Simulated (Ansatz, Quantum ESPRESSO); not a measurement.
# LiCl (Fm-3m): a worked LO-TO splitting

Wanted: the LO mode of LiCl (Fm-3m) from the TO mode and the field response.

Main program and level: Quantum ESPRESSO 8.0 development, patched; DFT LDA, scalar-relativistic, plane waves, PseudoDojo norm-conserving pseudopotentials.

The database entry behind the starting cell differs from later determinations by our own check (0.1 to 0.3 % short, probably kX units), so it need not match the best structure at ambient conditions.

## Step 1: The relaxed structure

Symmetry: Fm-3m, No. 225, cubic system. Conventional cell: a = 4.965 Å, b = 4.965 Å, c = 4.965 Å, α = 90.00°, β = 90.00°, γ = 90.00°. Li has 6 Cl at 2.48 Å nearest. Cl has 6 Li at 2.48 Å nearest. Farther neighbours and most contacts between anions are not listed.

As a file:

```xyz
2
Lattice="-2.4823 0.0000 2.4823 0.0000 2.4823 2.4823 -2.4823 2.4823 0.0000" Properties=species:S:1:pos:R:3 pbc="T T T"
Li    0.0000    0.0000    0.0000
Cl   -2.4823    2.4823    2.4823
```

This is the cell after its relaxation at this level of theory, not the database cell from which that began.

## Step 2: What the response run gave

A linear-response run on the relaxed cell, with the response to an electric field; only its zone-centre results are used. Cutoff 74 Ry, k mesh 8×8×8.

Output:

```text
[banners, grids, parts of the stress and lines that vanish by symmetry left out]
Program PHONON v.8.0dev
     Dynamical matrices for q-points given in input
     (   1q-points):
[...]
Exchange-correlation= PW
                           (   1   4   0   0   0   0   0)
[...]
kinetic-energy cut-off    =      74.0000  Ry
     charge density cut-off    =     296.0000  Ry
     convergence threshold     =      1.0E-18
[...]
Exchange-correlation= PW
                           (   1   4   0   0   0   0   0)
[...]
q = (   0.0000000   0.0000000   0.0000000 )
     49 Sym.Ops. (with q -> -q+G )
     G cutoff =  659.9422  (  17837 G-vectors)     FFT grid: ( 40, 40, 40)
     number of k points=    29
[...]
Mode symmetry, O_h (m-3m)  point group:
[...]
Dielectric constant
[...]
End of electric fields calculation
          Dielectric constant in cartesian axis
          (       3.187865558       0.000000000      -0.000000000 )
          (       0.000000000       3.187865558       0.000000000 )
          (       0.000000000       0.000000000       3.187865558 )
          Effective charges (d Force / dE) in cartesian axis without acoustic sum rule applied (asr)
           atom    1  Li    Mean Z*:        1.16606
      Ex  (        1.16606        0.00000        0.00000 )
      Ey  (       -0.00000        1.16606       -0.00000 )
      Ez  (        0.00000       -0.00000        1.16606 )
           atom    2  Cl    Mean Z*:       -1.16636
      Ex  (       -1.16636        0.00000        0.00000 )
      Ey  (        0.00000       -1.16636       -0.00000 )
      Ez  (        0.00000       -0.00000       -1.16636 )
          Effective charges Sum: Mean:       -0.00031
[...]
Effective charges (d Force / dE) in cartesian axis with asr applied:
           atom    1  Li    Mean Z*:        1.16621
[...]
atom    2  Cl    Mean Z*:       -1.16621
[...]
Dielectric constant from finite-differences
          (       3.187898487       0.000000000       0.000000000 )
          (       0.000000000       3.187898487      -0.000000000 )
          (       0.000000000      -0.000000000       3.187898487 )
[...]
(      -0.000000000      -0.000000000       0.000000000 )
          (      -0.000000000      -0.000000000       0.000000000 )
          (      -0.000000000      -0.000000000      -0.000000000 )
          (      -0.000000000      -0.000000000       0.000000000 )
          (      -0.000000000      -0.000000000      -0.000000000 )
          (       0.000000000      -0.000000000      -0.000000000 )
          (       0.000000000      -0.000000000       0.000000000 )
          (       0.000000000      -0.000000000       0.000000000 )
[...]
(      -0.000000000      -0.000000000      -0.000000000 )
          (       0.000000000      -0.000000000       0.000000000 )
          (      -0.000000000      -0.000000000      -0.000000000 )
          (       0.000000000       0.000000000      -0.000000000 )
          (      -0.000000000      -0.000000000      -0.000000000 )
[...]
Representation #   1 modes #   1   2   3
[...]
End of self-consistent calculation
     Convergence has been achieved
     Representation #   2 modes #   4   5   6
[...]
End of self-consistent calculation
     Convergence has been achieved
[...]
Dielectric constant in cartesian axis
          (       3.187865558       0.000000000      -0.000000000 )
          (       0.000000000       3.187865558       0.000000000 )
          (       0.000000000       0.000000000       3.187865558 )
          Effective charges (d Force / dE) in cartesian axis without acoustic sum rule applied (asr)
           atom    1  Li    Mean Z*:        1.16606
      Ex  (        1.16606        0.00000        0.00000 )
      Ey  (       -0.00000        1.16606       -0.00000 )
      Ez  (        0.00000       -0.00000        1.16606 )
           atom    2  Cl    Mean Z*:       -1.16636
      Ex  (       -1.16636        0.00000        0.00000 )
      Ey  (        0.00000       -1.16636       -0.00000 )
      Ez  (        0.00000       -0.00000       -1.16636 )
          Effective charges Sum: Mean:       -0.00031
[...]
Effective charges (d Force / dE) in cartesian axis with asr applied:
           atom    1  Li    Mean Z*:        1.16621
[...]
atom    2  Cl    Mean Z*:       -1.16621
[...]
q = (    0.000000000   0.000000000   0.000000000 )
[...]
freq (    1) =      -0.029182 [THz] =      -0.973411 [cm-1]
     freq (    2) =      -0.029182 [THz] =      -0.973411 [cm-1]
     freq (    3) =      -0.029182 [THz] =      -0.973411 [cm-1]
     freq (    4) =       6.850334 [THz] =     228.502532 [cm-1]
     freq (    5) =       6.850334 [THz] =     228.502532 [cm-1]
     freq (    6) =       6.850334 [THz] =     228.502532 [cm-1]
[...]
Mode symmetry, O_h (m-3m)  point group:
     freq (   1-   3) =         -1.0  [cm-1]   --> T_1u G_15  G_4- I
     freq (   4-   6) =        228.5  [cm-1]   --> T_1u G_15  G_4- I

   JOB DONE.
```

```csv
quantity,value
cell volume Ω (Å³),30.592
mass of Li (u),6.940
mass of Cl (u),35.450
"Born charge of Li, raw (e)",1.166
"Born charge of Cl, raw (e)",-1.166
ε∞,3.188
ω(TO) after the sum rule (cm⁻¹),228.5
```

## Step 3: The calculation

The charges must sum to zero over the cell; taking off their mean, 0.000 e, leaves Z* = 1.166 e on Li. In the polar mode Li moves against Cl, so the reduced mass is μ = 6.94 × 35.45 / 42.39 = 5.804 u.

A longitudinal wave builds up a field that adds to the restoring force: ω(LO)² = ω(TO)² + 4π Z*² / (μ Ω ε∞), in Hartree atomic units. With μ = 10580 electron masses and Ω = 206.44 bohr³ the second term is 2.4548e-06 Ha², or 118245 cm⁻² (1 Ha = 219474.6 cm⁻¹).

So ω(LO) = √(52212 + 118245) = 412.9 cm⁻¹, and by the Lyddane-Sachs-Teller relation ε₀ = ε∞ (ω(LO)/ω(TO))² = 10.41.

## Step 4: Check against the program

The analysis program adds the same non-analytic term to the full matrix, here for q along (1 0 0).

Output:

```text
[banner, memory and clock lines left out]
Program DYNMAT v.8.0dev

     Reading Dynamical Matrix from file g.dyn
     ...Force constants read
     ...epsilon and Z* read
     ...Raman cross sections read

     Polarizability (A^3 units)
     multiply by 0.578273 for Clausius-Mossotti correction (not under assume_isolated = 'mt')
         5.326170    0.000000    0.000000
         0.000000    5.326170    0.000000
        -0.000000    0.000000    5.326170

     IR activities are in (D/A)^2/amu units

# mode   [cm-1]    [THz]      IR
    1     -0.00   -0.0000    0.0000
    2     -0.00   -0.0000    0.0000
    3      0.00    0.0000    0.0000
    4    228.50    6.8502    5.4064
    5    228.50    6.8502    5.4064
    6    412.86   12.3771    5.4064
```

ε₀ comes from the program's run without a direction of q.

```csv
quantity,by hand,program
ω(LO) (cm⁻¹),412.9,412.9
ε₀,10.41,10.41
```

## Step 5: Outcome

```
TO mode                    : 228.5 cm⁻¹
LO mode                    : 412.9 cm⁻¹
static dielectric constant : 10.41
```

**Reading.** The LO mode of LiCl (Fm-3m) lies at 413 cm⁻¹, 184 cm⁻¹ above the TO mode; the formula meets the program within 0.1 cm⁻¹, as it must for a cubic crystal with one polar mode. ω(LO)² − ω(TO)² goes with Z*²/ε∞: an error of 5 % in ε∞ would move the LO mode by 6.9 cm⁻¹, and semilocal functionals tend to overestimate ε∞. These are harmonic values at zero temperature, at the volume of this functional, for the structure held cubic; stability elsewhere in the zone is no part of this calculation.

[Host names and launcher messages were left out of these logs when they were recorded.]

[Logs are printed without paths, hosts, clocks, repeated set-up lines and the standing remarks that a program may print on its own settings, such as how far it seeks lower states.]

[Hosts, paths, dates, database ids (printed as entryN), source tags and the programs' standing remarks are cut or masked in the printed files.]
